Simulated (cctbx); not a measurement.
**Symmetry from intensities**

Cell: a = 6.0380 Å, b = 3.5260 Å, c = 13.2400 Å, α = 90.00°, β = 97.56°, γ = 90.00°. Expected content of the cell: In8 S4.

The data are simulated with cctbx, not measured: Mo Kα, λ = 0.71073 Å, to d = 0.7 Å, 50 % of the full sphere, strongest reflection 70000 counts, noise from counting, a 3 % proportional error and a noise floor of 15 counts (s.d.); no absorption, some extinction.

Tests on the unmerged data give:

```text
1714 reflections to d = 0.700 A
centring   violations  <I/sigma> of those
    A        390 of   857     11.7
    B        390 of   893     11.2
    C          0 of   866      0.0
    I        376 of   878     11.2
    R        520 of  1175     11.6
    F        390 of  1308      7.7
Laue class    unique    Rint  (classes that these axes allow; Friedel mates merged)
C 1 2/m 1         426   0.022
space group    extra absences  I>4sigma  <I/sigma>
C 1 2 1                 0          0         -  acentric
C 1 m 1                 0          0         -  acentric
C 1 2/m 1               0          0         -  centric
Wilson B = 0.51 A^2   <|E^2-1|> = 0.878 (0.968 centric, 0.736 acentric)   E^2>4: 2.4 %
shell (A)         n   <I/sigma>
 6.56 - 1.40     62     32.3
 1.40 - 1.11     52     30.2
 1.11 - 0.97     61     30.6
 0.97 - 0.88     36     31.2
 0.88 - 0.82     68     29.3
 0.82 - 0.77     50     28.8
 0.77 - 0.73     53     27.6
 0.73 - 0.70     44     23.7
```

**Question.** What are the lattice type, the Laue class and the likely space group?

The reflections that C centring forbids are absent (⟨I/σ⟩ near 0), so the lattice is C.

Only C 1 2/m 1 fits these axes (Rint 0.022); a search for a hidden higher lattice was not made.

3 settings pass the absence test. No glide or screw absences show, which leaves C 1 2 1, C 1 m 1 and C 1 2/m 1.

⟨|E²−1|⟩ = 0.878 lies between the two ideal values. The Wilson B of 0.51 Å² means U ≈ 0.0065 Å².

The true group is C2/m (no. 12), Laue class 2/m, centrosymmetric. The tables only narrow the choice to the tied entries; cell content, site symmetry and trial solutions must settle it.

This is a model crystal, built by substitution and not relaxed, with assumed displacement parameters.

[Logs are printed without paths, hosts, clocks, repeated set-up lines and the standing remarks that a program may print on its own settings, such as how far it seeks lower states.]
